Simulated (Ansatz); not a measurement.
Two G0W0 runs on LiMgOF (P4/nmm).

The structure was built from a prototype and need not be the compound's stable phase.

```xyz
8
Lattice="2.8875 0.0000 0.0000 0.0000 2.8875 0.0000 0.0000 0.0000 8.0596" Properties=species:S:1:pos:R:3 pbc="T T T"
Li    0.0000    0.0000    0.9794
F     1.4437    1.4437    1.0331
Li    1.4437    1.4437    2.9581
F     0.0000    0.0000    2.9044
Mg    0.0000    0.0000    4.9624
O     1.4437    1.4437    4.9333
Mg    1.4437    1.4437    7.0347
O     0.0000    0.0000    7.0638
```

The structure was relaxed with LDA. The runs that relaxed it are not among those shown.

The first (Ansatz 0.2.0; start LDA, 6×6×2 mesh, 176 empty bands, screening to 110 eV, PAW set soft_1 files; 4 threads of Arm Neoverse V2, shared host) gave, on its mesh: starting gap 5.76 eV, G0W0 gap 8.69 eV, RPA ε∞ (mean) 2.55, 80 s.

Q: The second changes empty bands from 176 to 44 and screening cutoff (eV) from 110.0 to 44. What does it give?

It gave: starting gap 5.76 eV, G0W0 gap 8.66 eV, RPA ε∞ (mean) 2.56, 17 s. The G0W0 gap moves by −0.03 eV, +0.00 eV from the start and −0.03 eV from the correction. Σc changes by +0.26 eV at the valence top and +0.23 eV at the conduction bottom, and Σx − Vxc between them by +0.00 eV.

Limits: not at the basis limit; coarse k mesh.

[Paths, hosts, dates, memory and timing lines, banners, echoed tables and standing remarks are left out of the program output.]

[Logs are printed without paths, hosts, clocks, repeated set-up lines and the standing remarks that a program may print on its own settings, such as how far it seeks lower states.]

[Runs of the session that timed out or met a known fault of the program may be left out.]

[Cells called generated may have been cut or substituted from an entry of the Crystallography Open Database or the Materials Project.]

[Hosts, paths, dates, database ids (printed as entryN), source tags and the programs' standing remarks are cut or masked in the printed files.]
